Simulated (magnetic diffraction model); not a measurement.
# MnIn2Mo6: what an assumed order does to the neutron pattern

Space group P-62m (no. 189), a = 7.6710 Å, c = 3.2760 Å.

```
site  atom       x       y    z
  2d    In     2/3     1/3  1/2
  3f    Mo  0.4021  0.4021    0
  3g    Mo  0.7461  0.7461  1/2
  1a    Mn       0       0    0
```

The compound is invented for this exercise: a known structure type with other elements, its cell scaled to their sizes and not relaxed.

Only Mn is taken to order (form factors of Mn2+); orders and moment sizes are assumed, and not adapted to the symmetry. Radiation: neutrons of λ = 4.2 Å, 8° to 80°; isotropic B of 0.17 Å² (In), 0.2 Å² (Mo) and 0.17 Å² (Mn). The intensities are simulated: I ∝ L Σ (|F_N|² + |F_M⊥|²) for unpolarised neutrons, with F_M = 2.695 fm/μB × Σ f(s) S exp(2πi Q·r) exp(−B s²) at Q = H ± k (one set where k and −k are equivalent), only the part normal to Q counting and L = 1/(sin²θ cos θ). For collinear order S is the moment m, which repeats by lattice and centring translations R with the sign exp(−2πi k·R). Form factors are spin-only for 3d ions and dipole or tabulated for f ions, scattering lengths are Sears's of 1992, and absorption is left out. A label names one of the reflections at its angle. The strongest nuclear line in the range is 100, and lines under 0.2 are left out.

Assume the order k = (0 0 0), collinear moments along [101], 3.12 μB on Mn.

Q: Where does magnetic intensity appear, and how strong is it?

| 2θ (°) | index | nuclear | magnetic |
| --- | --- | --- | --- |
| 36.86 | (1 0 0) | 66.0 | 74.1 |
| 66.39 | (1 1 0) | 100.0 | 21.9 |
| 78.43 | (2 0 0) | 6.8 | 15.7 |
| 79.74 | (0 0 1) | 28.9 | 7.4 |

The strongest magnetic line in the range is (1 0 0) at 36.86° (74.1). On top of the Lorentz factor, which all lines share, magnetic lines fade with angle because f falls: for Mn2+ it is 0.90, 0.66, 0.41 and 0.12 at sin θ/λ = 0.1, 0.2, 0.3 and 0.5 Å⁻¹, while nuclear lengths stay constant. The net moment is 3.12 μB a primitive cell.

[Logs are printed without paths, hosts, clocks, repeated set-up lines and the standing remarks that a program may print on its own settings, such as how far it seeks lower states.]
